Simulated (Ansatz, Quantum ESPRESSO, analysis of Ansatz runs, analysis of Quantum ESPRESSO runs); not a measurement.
# Reproducing a measured local vibrational mode: N3VH centre in diamond (Quantum ESPRESSO), part 2 of 2

How near does this set-up come to the measured local vibrational mode? Subject: N3VH centre in diamond. Set-up: PBE, GBRV 1.5 PBE, 64-site cell, PBE lattice, k: the zone centre alone, symmetric start, start relaxed with Ansatz. The model is a cell of 64 host atoms with 1 site emptied, N put on another atom's site, N put on another atom's site, N put on another atom's site and H put in between. The frequencies come from force constants among the defect atom and its neighbours, with the masses of the isotopes named. Another start tests whether the structure found is the lowest.

Quantum ESPRESSO 7.5; PBE, GBRV 1.5 PBE, 64-site cell, PBE lattice, k: the zone centre alone, symmetric start, start relaxed with Ansatz.

So far. Step 2 (Relaxation, charge 0): Neighbours of the added atoms: H64: C48 1.08, N4 1.96, N26 1.96 Å.

## (3) Atom N4 moved by 0.015 A along x

Force constants come from the forces after small displacements; symmetry gives the rest. One such run is shown.

This step: Quantum ESPRESSO plane-wave DFT, PBE, GBRV 1.5 PBE potentials; single point of a defect supercell.

Contents of pw.in:

```
&CONTROL
  calculation = 'scf'
  prefix = 'pwscf'
  outdir = './tmp'
  pseudo_dir = './pseudo'
  tprnfor = .true.
  disk_io = 'low'
/
&SYSTEM
  ibrav = 0
  nat = 64
  ntyp = 3
  ecutwfc = 45
  ecutrho = 360
  nbnd = 132
  occupations = 'smearing'
  smearing = 'fd'
  degauss = 0.00073499
/
&ELECTRONS
  conv_thr = 1d-10
  electron_maxstep = 100
  mixing_beta = 0.5
/
ATOMIC_SPECIES
C     12.0110 c_pbe_v1.2.uspp.F.UPF
N     14.0070 n_pbe_v1.2.uspp.F.UPF
H      1.0080 h_pbe_v1.4.uspp.F.UPF
CELL_PARAMETERS angstrom
   7.1418068620    0.0000000000    0.0000000000
   0.0000000000    7.1418068620    0.0000000000
   0.0000000000    0.0000000000    7.1418068620
ATOMIC_POSITIONS crystal
C     -0.0014688118   -0.0014688118    0.2503444586
C     -0.0014564811    0.2499615773   -0.0013784626
[... 1 atom line left out ...]
N      0.2402252431    0.2381249342    0.2379496615
C      0.1259555531    0.1259555531    0.3694837554
C      0.1254284844    0.3696425594    0.1254380300
C      0.3696425594    0.1254284844    0.1254380300
[... 5 atom lines left out ...]
C      0.1259555531    0.3805162446    0.6240444469
C      0.3805162446    0.1259555531    0.6240444469
[... 5 atom lines left out ...]
C      0.1254284844    0.6245619700    0.3803574406
[... 5 atom lines left out ...]
N      0.2381249342    0.5120503385    0.5118750658
[... 9 atom lines left out ...]
C      0.6245619700    0.1254284844    0.3803574406
[... 4 atom lines left out ...]
N      0.5120503385    0.2381249342    0.5118750658
[... 6 atom lines left out ...]
C      0.5077045811    0.5077045811    0.2422954189
[... 15 atom lines left out ...]
H      0.4206929603    0.4206929603    0.3293070397
K_POINTS gamma
```

The run is started by

```bash
> OMP_NUM_THREADS=1 pw.x -in pw.in > pw.out
```

The log of the run:

```text
[banner, memory and clock lines left out]
          URL

     gamma-point specific algorithms are used

     G-vector sticks info

     bravais-lattice index     =            0
     lattice parameter (alat)  =      13.4961  a.u.
     unit-cell volume          =    2458.2209 (a.u.)^3
     number of atoms/cell      =           64
     number of atomic types    =            3
     number of electrons       =       256.00
     number of Kohn-Sham states=          132
     kinetic-energy cutoff     =      45.0000  Ry
     charge density cutoff     =     360.0000  Ry
     scf convergence threshold =      1.0E-10
     mixing beta               =       0.5000
     number of iterations used =            8  plain     mixing
     Exchange-correlation=  SLA  PW   PBX  PBC
                           (   1   4   3   4   0   0   0)

     celldm(1)=  13.496059  celldm(2)=   0.000000  celldm(3)=   0.000000
     celldm(4)=   0.000000  celldm(5)=   0.000000  celldm(6)=   0.000000

     crystal axes: (cart. coord. in units of alat)
               a(1) = (   1.000000   0.000000   0.000000 )
               a(2) = (   0.000000   1.000000   0.000000 )
               a(3) = (   0.000000   0.000000   1.000000 )

     reciprocal axes: (cart. coord. in units 2 pi/alat)
               b(1) = (  1.000000  0.000000  0.000000 )
               b(2) = (  0.000000  1.000000  0.000000 )
               b(3) = (  0.000000  0.000000  1.000000 )

     PseudoPot. # 1 for C  read from file:
     c_pbe_v1.2.uspp.F.UPF
     Pseudo is Ultrasoft + core correction, Zval =  4.0
     Generated by new atomic code, or converted to UPF format
     Using radial grid of  721 points,  4 beta functions with:
                l(1) =   0
                l(2) =   0
                l(3) =   1
                l(4) =   1
     Q(r) pseudized with  8 coefficients,  rinner =    1.100   1.100   1.100

     PseudoPot. # 2 for N  read from file:
     n_pbe_v1.2.uspp.F.UPF
     Pseudo is Ultrasoft + core correction, Zval =  5.0
     Generated by new atomic code, or converted to UPF format
     Using radial grid of  729 points,  4 beta functions with:
                l(1) =   0
                l(2) =   0
                l(3) =   1
                l(4) =   1
     Q(r) pseudized with  8 coefficients,  rinner =    0.900   0.900   0.900

     PseudoPot. # 3 for H  read from file:
     h_pbe_v1.4.uspp.F.UPF
     Pseudo is Ultrasoft, Zval =  1.0
     Generated by new atomic code, or converted to UPF format
     Using radial grid of  615 points,  2 beta functions with:
                l(1) =   0
                l(2) =   0
     Q(r) pseudized with  8 coefficients,  rinner =    0.700

     atomic species   valence    mass     pseudopotential
     C                 4.00    12.01100     C ( 1.00)
     N                 5.00    14.00700     N ( 1.00)
     H                 1.00     1.00800     H ( 1.00)

     No symmetry found

   Cartesian axes

     site n.     atom                  positions (alat units)
         1        C      tau(   1) = (  -0.0014688  -0.0014688   0.2503445  )
         2        C      tau(   2) = (  -0.0014565   0.2499616  -0.0013785  )
         3        C      tau(   3) = (   0.2499616  -0.0014565  -0.0013785  )
         4        N      tau(   4) = (   0.2402252   0.2381249   0.2379497  )
         5        C      tau(   5) = (   0.1259556   0.1259556   0.3694838  )
         6        C      tau(   6) = (   0.1254285   0.3696426   0.1254380  )
         7        C      tau(   7) = (   0.3696426   0.1254285   0.1254380  )
         8        C      tau(   8) = (   0.0004908   0.0004908   0.7495092  )
         9        C      tau(   9) = (   0.0029716   0.2525372   0.4974628  )
        10        C      tau(  10) = (   0.2525372   0.0029716   0.4974628  )
        11        C      tau(  11) = (   0.2525372   0.2525372   0.7470284  )
[...]
26        N      tau(  26) = (   0.2381249   0.5120503   0.5118751  )
[...]
41        N      tau(  41) = (   0.5120503   0.2381249   0.5118751  )
[...]
59        C      tau(  59) = (   0.7492982   0.7492982   0.7500438  )
        60        C      tau(  60) = (   0.6243217   0.6243217   0.8737850  )
        61        C      tau(  61) = (   0.6243391   0.8736304   0.6255476  )
        62        C      tau(  62) = (   0.8736304   0.6243391   0.6255476  )
        63        C      tau(  63) = (   0.8747706   0.8747706   0.8752294  )
        64        H      tau(  64) = (   0.4206930   0.4206930   0.3293070  )

     number of k points=     1  Fermi-Dirac smearing, width (Ry)=  0.0007
                       cart. coord. in units 2pi/alat
        k(    1) = (   0.0000000   0.0000000   0.0000000), wk =   2.0000000

     Dense  grid:   141621 G-vectors     FFT dimensions: (  81,  81,  81)

     Smooth grid:    50189 G-vectors     FFT dimensions: (  60,  60,  60)

     Initial potential from superposition of free atoms

     starting charge     255.9975, renormalised to     256.0000
     Starting wfcs are  253 randomized atomic wfcs

     Self-consistent Calculation

     iteration #  1     ecut=    45.00 Ry     beta= 0.50
     Davidson diagonalization with overlap
     ethr =  1.00E-02,  avg # of iterations =  2.0

     total energy              =    -749.77354516 Ry
     estimated scf accuracy    <       3.88709450 Ry

     iteration #  2     ecut=    45.00 Ry     beta= 0.50
     Davidson diagonalization with overlap
     ethr =  1.52E-03,  avg # of iterations =  2.0

     total energy              =    -749.74571980 Ry
     estimated scf accuracy    <       0.56790083 Ry

     iteration #  3     ecut=    45.00 Ry     beta= 0.50
     Davidson diagonalization with overlap
     ethr =  2.22E-04,  avg # of iterations =  2.0

     total energy              =    -749.78961551 Ry
     estimated scf accuracy    <       0.01524213 Ry

     iteration #  4     ecut=    45.00 Ry     beta= 0.50
     Davidson diagonalization with overlap
     ethr =  5.95E-06,  avg # of iterations = 14.0

     total energy              =    -749.79359583 Ry
     estimated scf accuracy    <       0.00236616 Ry

     iteration #  5     ecut=    45.00 Ry     beta= 0.50
     Davidson diagonalization with overlap
     ethr =  9.24E-07,  avg # of iterations =  6.0

     total energy              =    -749.79412293 Ry
     estimated scf accuracy    <       0.00028810 Ry

     iteration #  6     ecut=    45.00 Ry     beta= 0.50
     Davidson diagonalization with overlap
     ethr =  1.13E-07,  avg # of iterations =  2.0

     total energy              =    -749.79417047 Ry
     estimated scf accuracy    <       0.00003509 Ry

     iteration #  7     ecut=    45.00 Ry     beta= 0.50
     Davidson diagonalization with overlap
     ethr =  1.37E-08,  avg # of iterations =  4.0

     total energy              =    -749.79417882 Ry
     estimated scf accuracy    <       0.00000566 Ry

     iteration #  8     ecut=    45.00 Ry     beta= 0.50
     Davidson diagonalization with overlap
     ethr =  2.21E-09,  avg # of iterations =  3.0

     total energy              =    -749.79418024 Ry
     estimated scf accuracy    <       0.00000030 Ry

     iteration #  9     ecut=    45.00 Ry     beta= 0.50
     Davidson diagonalization with overlap
     ethr =  1.16E-10,  avg # of iterations =  4.0

     total energy              =    -749.79418033 Ry
     estimated scf accuracy    <       0.00000006 Ry

     iteration # 10     ecut=    45.00 Ry     beta= 0.50
     Davidson diagonalization with overlap
     ethr =  2.41E-11,  avg # of iterations =  3.0

     total energy              =    -749.79418035 Ry
     estimated scf accuracy    <          5.9E-09 Ry

     iteration # 11     ecut=    45.00 Ry     beta= 0.50
     Davidson diagonalization with overlap
     ethr =  2.29E-12,  avg # of iterations =  3.0

     total energy              =    -749.79418035 Ry
     estimated scf accuracy    <          2.2E-09 Ry

     iteration # 12     ecut=    45.00 Ry     beta= 0.50
     Davidson diagonalization with overlap
     ethr =  8.66E-13,  avg # of iterations =  2.0

     total energy              =    -749.79418035 Ry
     estimated scf accuracy    <          2.6E-10 Ry

     iteration # 13     ecut=    45.00 Ry     beta= 0.50
     Davidson diagonalization with overlap
     ethr =  1.01E-13,  avg # of iterations =  3.0

     total energy              =    -749.79418035 Ry
     estimated scf accuracy    <          1.9E-10 Ry

     iteration # 14     ecut=    45.00 Ry     beta= 0.50
     Davidson diagonalization with overlap
     ethr =  1.00E-13,  avg # of iterations =  2.0

     End of self-consistent calculation

          k = 0.0000 0.0000 0.0000 (  6267 PWs)   bands (ev):

    -8.6467  -7.0444  -7.0314  -6.5617  -6.1657  -6.1654  -5.9297  -4.9865
    -4.9811  -4.3868  -4.0228  -4.0214  -3.9948  -3.9722  -3.9701  -3.8834
    -3.8264  -3.8249  -3.4968  -2.8808  -2.8676  -2.8623  -2.5076  -0.3838
    -0.3745  -0.3474  -0.2935  -0.2870  -0.2478   0.1282   0.1386   0.3122
     0.5109   0.6557   0.6561   0.7821   0.9014   0.9072   0.9852   1.0181
     1.0199   1.1263   1.1268   1.1480   2.6118   3.8071   3.8944   3.9063
     4.0236   4.0901   4.0941   4.1925   4.2002   4.3070   4.3804   4.3810
     4.5538   4.5559   4.5778   4.6403   4.6427   4.7203   4.7586   4.7595
     4.7620   4.9197   5.0211   5.0229   5.0606   5.1704   5.1723   5.2059
     5.3249   5.3276   5.4240   5.4531   5.4546   5.8563   6.0007   6.0070
     6.5722   6.5975   6.6115   6.6155   6.9020   6.9104   6.9109   8.2186
     8.2938   8.2973   8.3909   8.4013   8.5481   8.5893   8.5942   8.6882
     8.8354   8.8377   8.8819   8.9184   8.9192   9.0329   9.2876   9.2897
     9.4931   9.5709   9.5828   9.6404   9.9520   9.9882   9.9904  10.0082
    10.0248  10.0259  10.1309  10.1315  10.1358  10.1583  10.1591  10.2164
    10.2378  10.2393  11.7478  11.9485  11.9514  13.1116  13.4320  13.4452
    17.1900  17.3235  17.3345  17.5530

     the Fermi energy is    14.3530 ev

!    total energy              =    -749.79418035 Ry
     estimated scf accuracy    <          1.2E-11 Ry
     smearing contrib. (-TS)   =       0.00000000 Ry
     internal energy E=F+TS    =    -749.79418035 Ry

     The total energy is F=E-TS. E is the sum of the following terms:
     one-electron contribution =     234.83556962 Ry
     hartree contribution      =      71.65678807 Ry
     xc contribution           =    -238.14146300 Ry
     ewald contribution        =    -818.14507503 Ry

     convergence has been achieved in  14 iterations

     Forces acting on atoms (cartesian axes, Ry/au):

     atom    1 type  1   force =     0.00117976    0.00152146   -0.00096767
     atom    2 type  1   force =     0.00120209   -0.00097800    0.00150828
     atom    3 type  1   force =    -0.00038585   -0.00022901   -0.00028025
     atom    4 type  2   force =    -0.02236119    0.00379219    0.00432493
     atom    5 type  1   force =     0.00606729    0.00042210   -0.00130647
     atom    6 type  1   force =     0.00605393   -0.00115046    0.00035748
     atom    7 type  1   force =     0.00525682   -0.00291916   -0.00292071
     atom    8 type  1   force =    -0.00002287   -0.00002257    0.00000786
     atom    9 type  1   force =     0.00079037    0.00065368   -0.00094486
     atom   10 type  1   force =    -0.00085684   -0.00047612    0.00039009
[...]
atom   60 type  1   force =     0.00003462    0.00008711   -0.00006121
     atom   61 type  1   force =     0.00001382    0.00001477   -0.00001479
     atom   62 type  1   force =     0.00001800    0.00000917   -0.00007367
     atom   63 type  1   force =    -0.00001391    0.00003834    0.00002712
     atom   64 type  3   force =    -0.00013596   -0.00014200    0.00031671

     Total force =     0.026014     Total SCF correction =     0.000009
```

Run time: 74 s. Hardware: 1 thread of Intel Xeon Platinum 8259CL at 2.50GHz (Skylake/Cascade Lake), shared host; peak memory 0.66 GiB.

## (4) Local vibrational modes

Analysis of the runs above: force constants by central differences of Quantum ESPRESSO plane-wave DFT, PBE, GBRV 1.5 PBE potentials forces among the atoms nearest to a defect, the others at rest.

The modes with the largest weight on the probed atoms (the light atom of a pair), for the masses of each isotope. Modes of the displaced atoms (local only where they lie over the host's phonons):

| isotopes | mode (cm⁻¹) | share of the defect atoms |
| --- | --- | --- |
| H | 3252 | 0.926 |
| H | 1329 | 0.832 |
| H | 1329 | 0.832 |

## (5) Summary of results

| Item | Value |
| --- | --- |
| distance from the defect atom to its nearest neighbour | 1.076 Å |
| C-H stretch, 1H | 3252 cm⁻¹ |
| C-H bend, 1H | 1329 cm⁻¹ |

C-H stretch, 1H: computed 3252 cm⁻¹, measured 3107 cm⁻¹; 145 cm⁻¹ (5 %) above the measurement. C-H bend, 1H: computed 1329 cm⁻¹, measured 1405 cm⁻¹; 76 cm⁻¹ (5 %) below the measurement. The computed value is harmonic, while the measured line is the anharmonic fundamental, which for X–H stretches usually lies a few per cent lower. Only the named neighbours move, so modes near the host's band are approximate. Limits: the zone centre alone is a coarse sampling for this cell; the periodic copies of the defect are only 7.1 Å apart.

[Logs are printed without paths, hosts, clocks, repeated set-up lines and the standing remarks that a program may print on its own settings, such as how far it seeks lower states.]

[Hosts, paths, dates, database ids (printed as entryN), source tags and the programs' standing remarks are cut or masked in the printed files.]

[For some hosts the program warned that the k-mesh of the response run may be too coarse for force constants and the static dielectric constant; such warnings are not shown here.]
